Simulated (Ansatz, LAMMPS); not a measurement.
## Relaxing glassy 62SiO2-19Al2O3-19CaO (mol %) (118 atoms)

How does glassy 62SiO2-19Al2O3-19CaO (mol %) (118 atoms) relax, and what do bonds, charges and levels look like afterwards?

Method: Kohn-Sham DFT, PBEsol, PAW (set soft_2), plane waves, in Ansatz 0.2.0.

## 1. The structure

The cell holds 118 atoms: 23 Si, 14 Al, 7 Ca and 74 O. Its edges and angles: a = 11.477 Å, b = 11.477 Å, c = 11.477 Å, α = 90.0°, β = 90.0°, γ = 90.0°. 118 atoms (23 Si, 14 Al, 7 Ca, 74 O) placed at random at 2.57 g/cm³, melted at 4000 K for 10 ps at fixed volume with the Morse and Coulomb pair potential with partial charges (Pedone, Malavasi, Menziani, Cormack and Segre, J. Phys. Chem. B 110, 11780 (2006)). Quenched from 4000 K to 300 K at 50 K/ps and fixed volume, held 10 ps at zero pressure, then minimised at fixed cell.

What the set-up can't give: The quench rate of 50 K/ps is many orders above laboratory rates, so the cell is likely richer in defects and strain than a real sample. The starting topology of bonds comes from the classical model. Sampling is at Γ alone, for a cell whose shortest periodic width is 11 Å.

## 2. Single point at the start

A single point comes first, to see the forces before anything moves.

The input, input.yaml:

```yaml
crystal:
  lattice:
    - [11.47697, 0.0, 0.0]
    - [0.0, 11.47697, 0.0]
    - [0.0, 0.0, 11.47697]
  atoms:
    - { symbol: Si, position: [0.01069, 0.49618, 0.59749] }
    - { symbol: Si, position: [0.5852, 0.96424, 0.2991] }
    - { symbol: Si, position: [0.38934, 0.53535, 0.41265] }
    - { symbol: Si, position: [0.29028, 0.31387, 0.5276] }
    [... 108 atom lines left out ...]
    - { symbol: O, position: [0.73906, 0.62321, 0.92266] }
    - { symbol: O, position: [0.17174, 0.87782, 0.68434] }
    - { symbol: O, position: [0.0704, 0.94105, 0.9265] }
    - { symbol: O, position: [0.66309, 0.30112, 0.15525] }
    - { symbol: O, position: [0.92372, 0.60057, 0.65055] }
    - { symbol: O, position: [0.48877, 0.05142, 0.36119] }
kpoints:
  mp_grid: { grid: [1, 1, 1] }
hamiltonian:
  xc: pbesol
scf:
  occupations: { method: fixed }
output:
  forces: true
  stress: true
  populations: intrinsic
  dos:
    method: { smearing: { sigma: 0.08 } }
    de: 0.1
    projected: { site_lists: { Al: [Al], Ca: [Ca], O: [O], Si: [Si] } }
  eigenvalues: true
```

Command:

```console
> ansatz run input.yaml --threads 4 --pin off --max-ram 8192MiB --backend cpu --events-out ev --progress --plain --runs-dir out
```

It took 56 s on 4 threads of Arm Neoverse N1, shared host; peak memory 2.1 GiB.

The run gave:

```yaml
free_energy: -75841.6709 eV
free_energy_per_atom: -642.7260 eV/atom
scf_cycles: 10
pressure: 4.917 GPa
r_m_s_force_component: 0.7917 eV/Å
longest_force: 3.369 eV/Å
fermi_energy: 4.196 eV
spacing_of_highest_filled_and_lowest_empty_level: 3.836 eV
```

The r.m.s. force component of 0.79 eV/Å and the pressure of 4.9 GPa set the starting point.

Neighbours are counted within 2.08 Å (O-Si), 2.19 Å (O-Al), 2.88 Å (O-Ca).

Length of the force by element and coordination:

```csv
element,coordination,atoms,mean length of the force (eV/Å),spread,least,most
Al,all,14,1.04,0.422,0.419,1.71
Ca,all,7,0.703,0.150,0.481,0.963
Ca,4,2,0.694,0.138,0.556,0.832
Ca,5,2,0.68,0.0139,0.666,0.694
Ca,6,2,0.848,0.115,0.732,0.963
Ca,7,1,0.481,0,0.481,0.481
O,all,74,1.27,0.572,0.172,3.37
O,2,40,1.15,0.547,0.172,3.37
O,3,31,1.42,0.569,0.48,2.81
O,4,3,1.40,0.541,0.776,2.10
Si,all,23,1.49,0.501,0.658,2.77
```

## 3. Cell and atoms relaxed

Cell and atoms are freed together, to release stress as well as forces.

input.yaml, the sections that differ from step 2:

```yaml
output:
  forces: true
relax:
  f_tol: 0.05
  max_steps: 200
  cell: {}
# crystal, kpoints, hamiltonian, scf: as in step 2
```

It took 9.5 min on 4 threads; peak memory 1.9 GiB; 37 min of CPU time.

Step by step:

```csv
step,energy less that of the first step (eV),largest force component (eV/Å),pressure (GPa),volume (Å³)
1,0.0000,2.5094,4.92,1511.76
2,-2.8428,1.6237,2.98,1518.06
3,-4.4114,0.6588,-0.40,1536.94
4,-5.0626,0.4881,0.29,1521.81
5,-5.1914,0.2818,-0.17,1526.04
6,-5.2202,0.3208,0.01,1529.34
7,-5.3223,0.1035,-0.04,1526.95
8,-5.3232,0.3900,0.13,1523.02
9,-5.3494,0.1006,-0.02,1526.02
10,-5.3599,0.0666,0.03,1524.51
11,-5.3431,0.1578,0.02,1524.16
12,-5.3651,0.0466,0.03,1524.19
13,-5.5359,0.0462,0.17,1524.19
14,-5.5305,0.0996,-0.05,1528.67
15,-5.5303,0.1079,-0.02,1527.32
16,-5.5401,0.0638,0.00,1527.30
17,-5.5347,0.1194,0.00,1527.36
18,-5.5410,0.0300,0.01,1527.18
19,-5.5550,0.0300,0.01,1527.18
```

Relaxation steps 8, 11, 15, 17 were tried and not accepted.

```csv
cell as run,before,after,change
a (Å),11.477,11.839,+3.2 %
b (Å),11.477,11.127,-3.0 %
c (Å),11.477,11.598,+1.1 %
α (°),90.00,89.26,-0.8 %
β (°),90.00,90.97,+1.1 %
γ (°),90.00,88.78,-1.4 %
volume (Å³/atom),12.81,12.94,+1.0 %
```

The atoms that moved most (Å, as changes of fractional coordinates times the final cell):

```csv
atom,dx,dy,dz,length
Ca39,-0.197,0.354,-0.119,0.423
O64,0.284,0.162,0.251,0.413
O93,0.194,0.360,-0.026,0.410
O81,-0.289,0.073,-0.203,0.361
O84,0.301,-0.065,-0.187,0.360
O60,-0.128,0.313,-0.013,0.338
O89,0.160,0.088,-0.268,0.324
O57,0.253,0.161,-0.119,0.322
```

The relaxation changed the energy by -47.1 meV/atom, and atoms moved by 0.20 Å r.m.s., 0.42 Å at most.

## 4. Local order after relaxation

Bonds before and after, by the cutoffs listed below:

```csv
pair,bonds before,bonds after,mean before (Å),mean after (Å),spread before (Å),spread after (Å)
O-Si,92,92,1.608,1.633,0.031,0.029
O-Al,58,59,1.779,1.794,0.125,0.090
O-Ca,41,43,2.524,2.481,0.223,0.224
```

Density 2.71 g/cm³, 12.94 Å³ an atom.

Pair distribution functions g(r), in bins of 0.2 Å:

```csv
r (Å),total,O-O,O-Si,O-Al,O-Ca,Si-Si,Si-Al
1.50,0.39,0.00,1.58,0.00,0.00,0.00,0.00
1.70,3.72,0.00,10.76,7.33,0.00,0.00,0.00
1.90,0.46,0.00,0.00,3.11,0.00,0.00,0.00
2.10,0.10,0.00,0.00,0.29,0.74,0.00,0.00
2.30,0.32,0.08,0.00,0.12,3.71,0.00,0.00
2.50,0.65,1.19,0.00,0.00,2.46,0.00,0.00
2.70,1.75,4.16,0.00,0.24,0.65,0.00,0.49
2.90,1.03,1.75,0.21,0.21,0.71,1.87,2.21
3.10,1.00,0.83,0.36,0.55,0.60,3.11,3.71
3.30,0.78,0.67,0.72,0.44,0.52,1.08,1.77
3.50,0.96,0.66,1.35,1.45,0.86,0.00,0.16
3.70,0.82,0.50,1.07,1.25,0.52,0.17,0.14
3.90,0.97,0.69,1.50,1.16,1.00,0.74,0.38
4.10,1.19,0.75,2.06,1.48,1.11,0.96,0.77
4.30,1.22,0.68,1.71,2.04,1.01,1.35,1.24
4.50,1.00,0.99,0.85,1.31,1.09,1.03,0.83
4.70,1.09,1.33,0.73,0.70,1.91,1.77,1.11
4.90,0.96,1.17,0.68,0.57,1.36,1.33,1.57
5.10,1.04,1.60,0.58,0.49,0.91,1.16,1.32
5.30,1.07,1.29,0.89,0.90,0.62,0.73,1.61
5.50,0.93,0.95,0.97,0.85,0.89,0.91,0.93
```

Bonds by pair of elements; cutoffs follow the first minimum of g(r), held within bounds set by covalent radii, and pairs that aren't listed don't count as bonded:

```csv
pair A-B,cutoff (Å),bonds,mean length (Å),spread (Å),shortest (Å),B about A,A about B
O-Si,2.08,92,1.63,0.029,1.58,1.24,4
O-Al,2.43,59,1.79,0.09,1.66,0.797,4.21
O-Ca,3.08,43,2.48,0.224,2.16,0.581,6.14
```

How many atoms have how many bonded neighbours:

```csv
element,mean,2,3,4,5,7,8
Al,4.21,0,0,11,3,0,0
Ca,6.14,0,0,1,2,3,1
O,2.62,31,40,3,0,0,0
Si,4,0,0,23,0,0,0
```

Bond angles (no mean is given where the spread exceeds 20°):

```csv
angle,count,mean (°),spread (°)
O-Si-O,138,109,5.3
O-Ca-O,117,-,-
O-Al-O,96,109,17.1
Ca-O-Si,45,114,17.7
Al-O-Si,43,131,16.6
```

Oxygen atoms by the number of network formers (Si, P, Ge, B, Al, As, Ga) bound to them:

```csv
network formers bound to O,O atoms,per cent
0,0,0
1,6,8.1
2,59,79.7
3,9,12.2
```

Network units: each former by its oxygen neighbours and how many of them bridge to another former:

```csv
former,O neighbours,bridging O,atoms
Si,4,3,6
Si,4,4,17
Al,4,4,11
Al,5,5,3
```

Bond length by coordination (bonds to H left out):

```csv
element,coordination,atoms,mean bond length (Å)
Al,4,11,1.77
Al,5,3,1.87
Ca,4,1,2.32
Ca,5,2,2.46
Ca,7,3,2.49
Ca,8,1,2.57
O,2,31,1.65
O,3,40,1.95
O,4,3,2.21
```

Rings of the network by King's shortest-path rule, up to 12 atoms, one path for each pair of neighbours; H, halogens, alkali and alkaline-earth atoms are left out, and the last column divides by all other atoms, bonded or not:

```csv
ring size (atoms),rings,per network atom
4,2,0.018
6,6,0.054
8,11,0.099
10,26,0.234
12,37,0.333
```

For some of the pairs, g(r) has its first main peak near 2.7 Å (O-O), 1.6 Å (O-Si), 1.8 Å (O-Al), 2.4 Å (O-Ca), 3.1 Å (Si-Si) and 3.1 Å (Si-Al). By these cutoffs 79 % of Al atoms have 4, 43 % of Ca atoms have 7, 54 % of O atoms have 3 and all Si atoms have 4 bonded neighbours. The O-Si-O angle averages 109° with a spread of 5°. 80 % of the oxygens bridge two formers (Si and Al) and 8 % are non-bridging; 12 % join three. The commonest Si unit has 4 oxygens, 4 of them shared with other formers (17 of 23 atoms). Rings of 12 atoms are the most common (45 % of those counted); sizes run from 4 to 12, where the search stops.

## 5. Single point at the relaxed geometry

One more single point at the end of the walk gives the fuller output and checks the residual forces.

The input, input.yaml:

```yaml
crystal:
  lattice:
    - [11.8377, 0.12285, -0.09994]
    - [0.12285, 11.12632, 0.07378]
    - [-0.09994, 0.07378, 11.59766]
  atoms:
    - { symbol: Si, position: [0.00495, 0.48659, 0.60001] }
    - { symbol: Si, position: [0.59826, 0.96771, 0.29914] }
    - { symbol: Si, position: [0.37781, 0.53312, 0.41123] }
    - { symbol: Si, position: [0.29938, 0.30122, 0.52337] }
    [... 108 atom lines left out ...]
    - { symbol: O, position: [0.74791, 0.61619, 0.93112] }
    - { symbol: O, position: [0.17216, 0.87196, 0.69091] }
    - { symbol: O, position: [0.06852, 0.93492, 0.93036] }
    - { symbol: O, position: [0.66428, 0.29109, 0.16291] }
    - { symbol: O, position: [0.92288, 0.59886, 0.64889] }
    - { symbol: O, position: [0.4887, 0.05144, 0.35034] }
kpoints:
  mp_grid: { grid: [1, 1, 1] }
hamiltonian:
  xc: pbesol
scf:
  occupations: { method: fixed }
output:
  forces: true
  stress: true
  populations: intrinsic
  dos:
    method: { smearing: { sigma: 0.08 } }
    de: 0.1
    projected: { site_lists: { Al: [Al], Ca: [Ca], O: [O], Si: [Si] } }
  eigenvalues: true
  write_density: true
  write_potential: true
  volumetric_format: npy
  elf: true
```

Elapsed: 63 s, on 4 threads; peak memory 2.1 GiB; 4.1 min of CPU time.

Numbers from this run:

```
free energy                                      : -75847.2258 eV
free energy per atom                             : -642.7731 eV/atom
SCF cycles                                       : 10
pressure                                         : 0.009996 GPa
r.m.s. force component                           : 0.00706 eV/Å
longest force                                    : 0.03537 eV/Å
Fermi energy                                     : 3.795 eV
gap (highest filled to lowest empty level) : 4.194 eV
```

Intrinsic-atomic-orbital charges by element and coordination:

```csv
element,coordination,atoms,mean charge (e),spread,least,most
Al,all,14,1.30,0.034,1.23,1.36
Al,4,11,1.31,0.0339,1.23,1.36
Al,5,3,1.27,0.0102,1.26,1.28
Ca,all,7,1.80,0.0133,1.78,1.82
Ca,4,1,1.79,0,1.79,1.79
Ca,5,2,1.79,0.0141,1.78,1.81
Ca,7,3,1.80,0.0121,1.79,1.82
Ca,8,1,1.78,0,1.78,1.78
O,all,74,-0.938,0.0851,-1.23,-0.823
O,2,31,-0.883,0.0261,-0.953,-0.847
O,3,40,-0.969,0.0876,-1.23,-0.823
O,4,3,-1.08,0.0711,-1.18,-1.03
Si,all,23,1.68,0.0404,1.60,1.74
```

States in the cell by windows of 1 eV, zero at the Fermi level; the larger projections on atomic orbitals stand beside the total:

```csv
from (eV),to (eV),total,O p,Si p
-10,-9,4.2,2.7,0.2
-9,-8,12.4,8.3,0.7
-8,-7,18.0,12.6,1.4
-7,-6,27.0,20.0,3.2
-6,-5,37.2,28.4,4.2
-5,-4,47.7,37.7,4.5
-4,-3,69.7,59.4,3.5
-3,-2,83.9,76.6,2.0
-2,-1,86.9,82.1,1.2
-1,0,56.3,53.9,0.5
0,1,0.8,0.7,0.0
1,4,0.0,0.0,0.0
4,5,2.0,0.0,0.0
```

The curve was stored every 0.10 eV, coarse against its broadening of 0.08 eV, so these counts are rough.

With fixed occupations the program's Fermi level is the highest filled level; weight inside the gap is the broadening of levels at its edges.

Between -26 and -10 eV lie 190 more states.

The levels nearest the highest filled one (over half full), pooled over k-points and spins:

```csv
level less the highest filled one (eV),occupation
-0.225,2
-0.189,2
-0.153,2
-0.0969,2
-0.0617,2
0,2
4.19,0
5.53,0
5.62,0
5.65,0
5.75,0
5.83,0
```

Mean intrinsic-atomic-orbital charges: Al +1.30, Ca +1.80, O -0.94, Si +1.68 e.

1 further run on a deliberately doubtful input is not shown.

## 6. Outcome

* energy change in the relaxation: -47.08 meV/atom
* r.m.s. displacement: 0.196 Å
* largest displacement: 0.423 Å
* free energy per atom: -642.7731 eV/atom
* pressure: 0.009996 GPa
* r.m.s. force component: 0.00706 eV/Å
* gap (highest filled to lowest empty level): 4.194 eV
* wall time of the 3 DFT runs: 12 min

**Reading.** Relaxation lowers the energy by 47.1 meV/atom and moves atoms by 0.20 Å r.m.s.; the r.m.s. force component goes from 0.79 to 0.0071 eV/Å, the pressure goes from 4.9 to 0.0100 GPa, and the gap from 3.84 to 4.19 eV. Displacements are taken in the final cell, so they leave out its strain. By the final cutoffs 2 of 191 bonded pairs parted and 5 joined. The cell grew by 1.0 % in volume. First to last step the energy falls by 5.555 eV; the largest move, 0.42 Å, is that of Ca39. The O-Ca bonds change most in mean length: from 2.524 Å (spread 0.223) to 2.481 Å (spread 0.224), and their number from 41 to 43. By these cutoffs 79 % of Al atoms have 4, 43 % of Ca atoms have 7, 54 % of O atoms have 3 and all Si atoms have 4 bonded neighbours. 80 % of the oxygens bridge two formers (Si and Al) and 8 % are non-bridging; 12 % join three. Filled and empty levels are parted by 4.19 eV (at Γ alone); a semilocal functional tends to put such gaps too low. In a disordered cell it changes from sample to sample, and tail or defect levels can set it.

**Limits.** The network of bonds at the start is that of the classical potential that made the cell; in DFT 2 of its 191 bonded pairs passed out of the cutoffs and 5 came within them.

[Logs are printed without paths, hosts, clocks, repeated set-up lines and the standing remarks that a program may print on its own settings, such as how far it seeks lower states.]

[Hosts, paths, dates, database ids (printed as entryN), source tags and the programs' standing remarks are cut or masked in the printed files.]
